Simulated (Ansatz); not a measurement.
# What Mg2C (model cell, started as cuprite) distorts into

Which phase does Mg2C (model cell, started as cuprite) fall into along its unstable mode, and how much energy does it gain?

Method: DFT PBE, scalar-relativistic, plane waves, PAW, in Ansatz 0.2.0.

Report form: the programs' logs are mostly left out.

The structure was built from a prototype and need not be the compound's stable phase.

### 1. The starting structure

Symmetry: Pn-3m, No. 224, cubic system. Conventional cell: a = 4.839 Å, b = 4.839 Å, c = 4.839 Å, α = 90.00°, β = 90.00°, γ = 90.00°. Nearest to C lie 4 Mg at 2.10 Å. Nearest to Mg lie 2 C at 2.10 Å. Farther neighbours are not listed.

### 2. Response at finite wavevector

The cell comes from relaxations at this level that are not shown. Stability and thermal properties need the whole zone. Linear response on a 2×2×2 q mesh gives force constants as far as a supercell of that size would.

Contents of input.yaml:

```yaml
crystal:
  lattice:
    - [4.8390002607, 0.0, 0.0]
    - [0.0, 4.8390002607, 0.0]
    - [0.0, 0.0, 4.8390002607]
  atoms:
    - { symbol: C, position: [0.0, 0.0, 0.0] }
    - { symbol: C, position: [0.5, 0.5, 0.5] }
    - { symbol: Mg, position: [0.25, 0.25, 0.25] }
    - { symbol: Mg, position: [0.75, 0.75, 0.25] }
    - { symbol: Mg, position: [0.75, 0.25, 0.75] }
    - { symbol: Mg, position: [0.25, 0.75, 0.75] }
kpoints:
  mp_grid: { grid: [6, 6, 6] }
hamiltonian:
  xc: pbe
scf:
  occupations: { method: methfessel_paxton, width: 0.15 }
output:
  eigenvalues: true
phonons:
  method: dfpt
  qmesh: [2, 2, 2]
  temperatures: { t_max: 1000, t_step: 50 }
  qpath:
    path:
      - [[0.0, 0.0, 0.0], [0.0, 0.5, 0.0], [0.5, 0.5, 0.0], [0.0, 0.0, 0.0], [0.5, 0.5, 0.5], [0.0, 0.5, 0.0]]
      - [[0.5, 0.5, 0.5], [0.5, 0.5, 0.0]]
    npoints: 10
```

Command:

```console
ansatz run input.yaml --threads 8 --pin off --max-ram 14336MiB --backend cpu --events-out ev --progress --plain --runs-dir out
```

Elapsed: 45 s, on 8 threads of Arm Neoverse V1, shared host; peak memory 1.2 GiB; 5.7 min of CPU time.

Numbers from this step:

| Quantity | Value |
| --- | --- |
| volume per atom | 18.88 Å³ |
| gap on the k-mesh | 0 eV |
| sum-rule residual before enforcement | 1.29e-5 eV/Å² |
| lowest frequency on the path | -54.63 cm⁻¹ |
| point group | m-3m |
| highest frequency on the path or at a solved wavevector | 626.1 cm⁻¹ |
| highest optical mode at the zone centre (no LO-TO term) | 608.3 cm⁻¹ |
| lowest optical zone-centre mode | -54.63 cm⁻¹ |
| lowest mode on the q mesh (acoustic modes at Γ apart) | -54.63 cm⁻¹ |

Frequencies (cm⁻¹) solved at each irreducible wavevector; negative means imaginary. Frequencies by wavevector, by row:

```csv
q in reciprocal lattice units,star,mode 1,mode 2,mode 3,mode 4,mode 16,mode 17,mode 18
0 0 0,1,-54.6,-54.6,-54.6,0,608.3,608.3,608.3
0 0 -0.5,3,68.4,68.4,103.3,103.3,603.3,613.7,613.7
0 -0.5 -0.5,3,-30.9,-30.9,56.5,56.5,572.3,613.1,613.1
-0.5 -0.5 -0.5,1,-32.4,-32.4,83,83,626.1,626.1,626.1
```

Interpolated from a 2×2×2 q mesh. The phonon branches at the labelled points (cm⁻¹):

```csv
point,branch 1,branch 2,branch 3,branch 4,branch 15,branch 16,branch 17,branch 18
Γ,-55,-55,-55,0,484,608,608,608
halfway,35,35,67,83,551,611,611,612
X,68,68,103,103,603,603,614,614
halfway,56,56,93,93,588,588,615,615
M,-31,-31,56,56,572,572,613,613
halfway,-38,56,67,99,552,606,613,614
Γ,-55,-55,-55,0,484,608,608,608
halfway,38,38,79,79,558,601,616,616
R,-32,-32,83,83,485,626,626,626
halfway,56,74,80,88,560,599,618,619
X,68,68,103,103,603,603,614,614
jump to R,-32,-32,83,83,485,626,626,626
halfway,14,58,58,78,525,610,620,620
M,-31,-31,56,56,572,572,613,613
```

Symmetry leaves 4 wavevectors to solve. The lowest mode among them, the acoustic zeros apart, lies at Γ and is imaginary, 54.6i cm⁻¹, so the energy falls along it.

### 3. The mode frozen in, largest atomic shift 0 Å

The mode followed lies at Γ with frequency 54.6i cm⁻¹ and is 3-fold degenerate, the softest among the wavevectors solved. At small amplitude the distorted cell has space group no. 39 by a symmetry search on the positions. The undistorted cell that holds it gives the zero of energy on the same k mesh.

input.yaml, the sections that differ from step 2:

```yaml
output:
  forces: true
  stress: true
  eigenvalues: true
# crystal, kpoints, hamiltonian, scf: as in step 2
# phonons: removed
```

Run time: 0.64 s. Hardware: 8 threads; peak memory 0.45 GiB; 3.8 s of CPU time.

This step gave:

```yaml
pressure: 0.003682 GPa
energy_from_the_undistorted_cell: 0 meV/atom
```

The run ends at a pressure of 0.00 GPa.

### 4. The mode frozen in, largest atomic shift 0.14 Å

The atoms are moved along the unstable eigenvector, the largest shift by 0.14 Å, with the cell fixed.

input.yaml, the sections that differ from step 3:

```yaml
crystal:
  lattice:
    - [4.8390002607, 0.0, 0.0]
    - [0.0, 4.8390002607, 0.0]
    - [0.0, 0.0, 4.8390002607]
  atoms:
    - { symbol: C, position: [0.0204577276, 0.0, 0.0204577276] }
    - { symbol: C, position: [0.5204577276, 0.5, 0.5204577276] }
    - { symbol: Mg, position: [0.2566601237, 0.2734300095, 0.2566601237] }
    - { symbol: Mg, position: [0.7332301142, 0.75, 0.2332301142] }
    - { symbol: Mg, position: [0.7566601237, 0.2265699905, 0.7566601237] }
    - { symbol: Mg, position: [0.2332301142, 0.75, 0.7332301142] }
# kpoints, hamiltonian, scf, output: as in step 3
```

Elapsed: 2 s, on 8 threads; peak memory 0.48 GiB.

Numbers from this step:

```yaml
pressure: -0.6418 GPa
energy_from_the_undistorted_cell: -0.885 meV/atom
```

The energy, extrapolated to zero smearing, is -0.89 meV/atom against the undistorted cell.

The run ends at a pressure of -0.64 GPa, with forces up to 0.13 eV/Å.

### 5. Energy along the mode, all amplitudes (two of the runs are shown above)

An imaginary frequency means negative curvature, so the energy should fall and then rise again as anharmonic terms take over.

This step gave:

```yaml
depth_at_the_lowest_point_sampled: 0.885 meV/atom
largest_atomic_shift_at_that_point: 0.14 Å
```

The energy from the parent by largest atomic shift:

| largest atomic shift (Å) | energy from the parent (meV/atom) |
| --- | --- |
| 0.000 | 0 |
| 0.040 | -0.132 |
| 0.080 | -0.464 |
| 0.140 | -0.885 |
| 0.220 | 0.52 |
| 0.320 | 10.6 |

Displacement at unit largest shift by atom:

| atom | x (Å) | y (Å) | z (Å) | size |
| --- | --- | --- | --- | --- |
| C1 | 0.707 | 0.000 | 0.707 | 1.000 |
| C2 | 0.707 | 0.000 | 0.707 | 1.000 |
| Mg3 | 0.230 | 0.810 | 0.230 | 0.873 |
| Mg4 | -0.580 | 0.000 | -0.580 | 0.820 |
| Mg5 | 0.230 | -0.810 | 0.230 | 0.873 |
| Mg6 | -0.580 | 0.000 | -0.580 | 0.820 |

The lowest of the steps tried is at 0.14 Å, 0.885 meV/atom below the parent; the bottom of the well need not coincide with a step.

### 6. Relaxation from the frozen mode

Starting from the lowest point found, all atoms and the cell are let go, so that strain and other modes of the same symmetry can join in.

Changes to input.yaml since step 4:

```diff
@@ -22 +22,6 @@
   eigenvalues: true
+relax:
+  adjacent_minimum: "off"
+  f_tol: 0.002
+  max_steps: 120
+  cell: { stress_tol: 0.03 }
```

It took 42 s on 8 threads; peak memory 0.56 GiB.

Relaxation path:

```
step  energy less that of the first step (eV)  largest force component (eV/Å)  pressure (GPa)  volume (Å³)
   1                                   0.0000                          0.1265           -0.64       113.31
   2                                  -0.0093                          0.0798           -0.21       112.34
   3                                  -0.0448                          0.2198            1.10       108.54
   4                                  -0.2114                          0.5655            1.43       103.75
   5                                  -0.6682                          0.5999           -0.06        99.32
   6                                  -1.1489                          0.4281           -1.23        94.85
   7                                  -1.3833                          0.2451            0.30        89.31
   8                                  -1.1831                          0.8606            3.81        86.52
   9                                  -1.4192                          0.0698            0.36        89.89
  10                                  -1.4336                          0.0494            0.18        90.63
  11                                  -1.4441                          0.0107            0.09        91.29
  12                                  -1.4448                          0.0421           -0.19        91.60
  13                                  -1.4453                          0.0005            0.00        91.41
  14                                  -1.4453                          0.0005            0.00        91.41
 15*                                  -1.4497                          0.0007            0.04        91.41
  16                                  -1.4495                          0.0156           -0.09        91.54
  17                                  -1.4499                          0.0002            0.00        91.43
 18*                                  -1.4500                          0.0002            0.01        91.43
```

Relaxation steps marked * repeat the geometry before them on a plane-wave basis chosen anew for their cell, so energy and pressure can jump there. Relaxation steps 8, 16 were tried and not accepted.

Forces are held to the 4 operations that the run works with; a distortion that breaks them can't arise in this run.

| cell as run | before | after | change |
| --- | --- | --- | --- |
| a (Å) | 4.839 | 4.101 | -15.3 % |
| b (Å) | 4.839 | 5.439 | +12.4 % |
| c (Å) | 4.839 | 4.101 | -15.3 % |
| β (°) | 90.00 | 91.69 | +1.9 % |
| volume (Å³/atom) | 18.88 | 15.24 | -19.3 % |

The atoms that moved most (Å, as changes of fractional coordinates times the final cell):

```csv
atom,dx,dy,dz,length
Mg6,-0.592,0.000,-0.592,0.837
Mg4,-0.592,0.000,-0.592,0.837
Mg5,0.324,0.127,0.324,0.475
Mg3,0.324,-0.127,0.324,0.475
C1,0.268,-0.244,0.268,0.451
C2,0.268,0.244,0.268,0.451
```

This step gave:

* pressure: 0.005225 GPa
* volume per atom: 15.24 Å³
* gap on the k-mesh: 0.1323 eV

The distorted start has space group Aem2; the relaxation ends in Cmme.

### 7. Modes of the new phase

A relaxed structure may still be a saddle point, so its zone-centre modes are computed. No field response is asked.

Contents of input.yaml:

```yaml
crystal:
  lattice:
    - [4.1003114456, 0.0, -0.0605802878]
    - [0.0, 5.4392121943, 0.0]
    - [-0.0605802878, 0.0, 4.1003114456]
  atoms:
    - { symbol: C, position: [0.0867816466, -0.0448148928, 0.0867816466] }
    - { symbol: C, position: [0.5867816466, 0.5448148928, 0.5867816466] }
    - { symbol: Mg, position: [0.3367846867, 0.2499928513, 0.3367846867] }
    - { symbol: Mg, position: [0.5867816322, 0.75, 0.0867816322] }
    - { symbol: Mg, position: [0.8367846867, 0.2500071487, 0.8367846867] }
    - { symbol: Mg, position: [0.0867816322, 0.75, 0.5867816322] }
kpoints:
  mp_grid: { grid: [6, 6, 6] }
hamiltonian:
  xc: pbe
scf:
  occupations: { method: methfessel_paxton, width: 0.15 }
output:
  eigenvalues: true
phonons:
  method: dfpt
```

The job ended after 31 s (8 threads; peak memory 1.2 GiB).

This step gave:

```yaml
sum_rule_residual_before_enforcement: 4.05e-5 eV/Å²
point_group: mmm
highest_optical_mode_at_the_zone_centre_no_lo_to_term: 553.3 cm⁻¹
lowest_optical_zone_centre_mode: -110.7 cm⁻¹
```

Patterns of degenerate modes are one choice out of their space. The modes at Γ (shares of kinetic energy by element, %) (negative means imaginary):

```
mode  frequency (cm⁻¹)  symmetry  C %  Mg %
   1            -110.7       B2u   30    70
   2               0.0  acoustic   20    80
   3               0.0  acoustic   20    80
   4               0.0  acoustic   20    80
   5              52.7       B3u    3    97
   6             239.8       B1g    0   100
   7             265.1       B3u   14    86
   8             281.8        Au    0   100
   9             293.4       B1u   16    84
  10             305.2       B3g   77    23
  11             308.2       B2u   50    50
  12             323.2       B2g    1    99
  13             357.6       B3g   23    77
  14             394.4       B1u   11    89
  15             485.8       B2g   99     1
  16             513.0        Ag  100     0
  17             540.1       B3u   63    37
  18             553.3       B1u   53    47
```

Displacements in mode 1 (-110.7 cm⁻¹), the largest set to 1:
```
C1   1.00  0.00 -1.00
C2   1.00  0.00 -1.00
Mg3 -0.96  0.00  0.96
Mg4  0.46  0.00 -0.46
Mg5 -0.96  0.00  0.96
Mg6  0.46  0.00 -0.46
```

Displacements in mode 11 (308.2 cm⁻¹), the largest set to 1:
```
C1  -1.00  0.00  1.00
C2  -1.00  0.00  1.00
Mg3 -0.19  0.00  0.19
Mg4  0.68  0.00 -0.68
Mg5 -0.19  0.00  0.19
Mg6  0.68  0.00 -0.68
```

Before it was imposed, the acoustic sum rule was missed by 4.0e-5 eV/Å². Small misses are needed for a sound result but don't prove that mesh and cutoff are converged. The lowest optical mode is imaginary, 110.7i cm⁻¹, so the energy falls along it.

### 8. Outcome

| Quantity | Value |
| --- | --- |
| unstable mode of the parent | q = (0, 0, 0), 55i cm⁻¹ |
| depth at the lowest point sampled | 0.885 meV/atom |
| largest atomic shift at that point | 0.14 Å |
| space group reached (within 0.01 Å) | Cmme |
| energy gained over the parent (first relaxation, on the mesh of the frozen mode) | 242 meV/atom |
| volume per atom, phase reached | 15.2 Å³ |
| gap on the k-mesh, phase reached | 0.132 eV |
| lowest optical zone-centre mode, phase reached | -111 cm⁻¹ |
| highest optical mode at the zone centre (no LO-TO term), phase reached | 553 cm⁻¹ |

**Reading.** Along this mode the structure falls into Cmme, 242 meV/atom below the parent. At the parent's cell the well is 0.885 meV/atom deep on the steps tried, with its lowest point at a shift of 0.14 Å. Relaxing atoms and cell changes the gain by +241.54 meV/atom against the lowest step (energies at zero smearing). Most of the total comes from this relaxation. The new phase still has an imaginary mode at the zone centre of its cell, so it is a saddle point on the way to a lower structure. How so shallow a well moves with the k mesh was not tested. Of the 5 patterns followed to their end from this parent, this one ends 153 meV/atom above the lowest, P4_2/mnm. Each path keeps the symmetry of its pattern, so a lower phase may lie along a pattern not tried. With no gap, or one that is small against the smearing, the frequencies hang on the k mesh and the smearing, most of all near Kohn anomalies. The volume moved by more than a tenth on the k mesh of the start, so the energy gain is rough. The starting cell was built on a prototype and not taken from a measurement, so the phase need not exist.

[Logs are printed without paths, hosts, clocks, repeated set-up lines and the standing remarks that a program may print on its own settings, such as how far it seeks lower states.]

[Hosts, paths, dates, database ids (printed as entryN), source tags and the programs' standing remarks are cut or masked in the printed files.]
